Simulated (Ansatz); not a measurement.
# Amorphous carbon (111 atoms) under strain: runs compared

Aim: relax amorphous carbon (111 atoms), then change its volume and shape to read moduli from the stress.

Computed with Ansatz 0.2.0: Kohn-Sham DFT, RPBE, PAW (set soft_2), plane waves.

## Step 1: The cell as built

The cell holds 111 atoms: 111 C. Cell: a = 8.867 Å, b = 8.867 Å, c = 8.867 Å, α = 90.0°, β = 90.0°, γ = 90.0°. 111 atoms (111 C) placed at random at 3.18 g/cm³, melted at 6000 K for 10 ps at fixed volume with the Tersoff potential (Tersoff, Phys. Rev. B 39, 5566 (1989)). Quenched from 6000 K to 300 K at 100 K/ps and fixed volume, annealed at 1500 K for 20 ps, held 5 ps.

What the set-up can't give: The quench rate of 100 K/ps far exceeds what a furnace or splat quench reaches, so expect more defects and frozen-in strain than in a real sample. The network of bonds at the start is that of the classical potential that made the cell, and needn't be the one that DFT or experiment would give.

## Step 2: The reference run

The reference is a single point at the end of the relaxation.

Every strained cell starts from the geometry of this run, and its atoms are relaxed with the cell held.

Its input, with most atom lines left out:

```yaml
crystal:
  lattice:
    - [8.81222, -0.02794, 0.26458]
    - [-0.02794, 9.03739, -0.12641]
    - [0.26458, -0.12641, 9.05834]
  atoms:
    - { symbol: C, position: [0.80748, 0.42627, 0.37668] }
    - { symbol: C, position: [0.9257, 0.70381, 0.34518] }
    - { symbol: C, position: [0.55447, 0.95179, 0.32019] }
    - { symbol: C, position: [0.7244, 0.13094, 0.19995] }
    - { symbol: C, position: [0.13682, 0.48854, 0.23344] }
    - { symbol: C, position: [0.06183, 0.16268, 0.61777] }
    - { symbol: C, position: [0.94264, 0.94923, 0.72032] }
    [... atom lines 8 to 111 left out ...]
kpoints:
  mp_grid: { grid: [2, 2, 2] }
hamiltonian:
  xc: rpbe
scf:
  occupations: { method: gaussian, width: 0.05 }
output:
  forces: true
  stress: true
  populations: true
  dos:
    method: { smearing: { sigma: 0.08 } }
    de: 0.1
    projected: { site_lists: { C: [C] } }
  eigenvalues: true
  write_density: true
  write_potential: true
  volumetric_format: npy
  elf: true
```

| Quantity | Value |
| --- | --- |
| free energy per atom | -251.5096 eV/atom |
| r.m.s. force component | 0.00271 eV/Å |
| pressure | 0.03278 GPa |

Counting bands leaves a spacing of only 0.13 eV (on the run's k-points), which the smearing bridges: 2 levels are partly filled by over 2 %, so a gap, if any, is small at this level.

## Step 3: The runs

Each row is one run, on 4 threads of Arm Neoverse V1, shared host. The free energy is the program's total, comparable only between runs with the same functional, potentials and atoms.

```tsv
run	atoms	outcome	ionic steps, all passes	free energy (eV)	time	host memory (GiB)
Single point at the start	111	converged	-	-27882.899	61 s	5.0
Cell and atoms relaxed	111	converged	41	-27917.571	38 min	5.2
Single point at the relaxed geometry	111	converged	-	-27917.571	2.1 min	5.1
Volume -3 %	111	converged	4	-27916.880	4.4 min	5.0
Volume +3 %	111	converged	6	-27916.960	7.3 min	5.3
Volume -6 %	111	converged	6	-27914.694	5.9 min	4.9
Volume +6 %	111	converged	20	-27915.275	22 min	5.5
Volume -10 %	111	converged	21	-27909.316	22 min	5.0
Stretched by 1 % along x	111	converged	4	-27917.402	4.6 min	5.2
```

In some runs the program notes that the SCF threshold is loose for the stress.

## Step 4: Pressure against volume

Atoms are relaxed at each volume, in the scaled cell.

```tsv
volume change (%)	volume (Å³/atom)	energy change (meV/atom)	pressure (GPa)	largest move on relaxing (Å)	bonds
-10	5.843	74.37	39.52	0.53	213
-6	6.103	25.91	22.35	0.06	212
-3	6.297	6.22	10.38	0.02	212
+0	6.492	0.00	0.03	-	211
+3	6.687	5.50	-8.87	0.02	209
+6	6.882	20.68	-16.20	0.27	209
```

## Step 5: Uniaxial strain and shear

Stress (GPa, compression positive) less that of the relaxed cell, atoms relaxed:

```tsv
strain	xx	yy	zz	xy	energy change (meV/atom)
stretched by 1 % along x	-7.506	-1.153	-0.885	-0.221	1.52
```

## Step 6: Outcome

The bulk modulus, from the slope of pressure against ln V over the three points nearest the relaxed volume, is 321 GPa; a quadratic over all points gives a pressure derivative of about 3.4. The count of bonds runs from 209 to 213 over the series, so at some points contacts cross the cutoffs. At -10 % some atom moved by over 0.5 Å on relaxing, so that point may sit in another local minimum.

Caveats: Strains are finite and relaxations stop at the force tolerance of the input, which can leave moduli too stiff; they are those of a static cell at zero temperature. Volumes are changed with the cell's shape held, so in an anisotropic solid the modulus lies over the one under free hydrostatic load. The program notes that the SCF threshold of the relaxations is loose for the stress.

The DFT runs together took 1.8 h of wall time.

[Logs are printed without paths, hosts, clocks, repeated set-up lines and the standing remarks that a program may print on its own settings, such as how far it seeks lower states.]

[Hosts, paths, dates, database ids (printed as entryN), source tags and the programs' standing remarks are cut or masked in the printed files.]
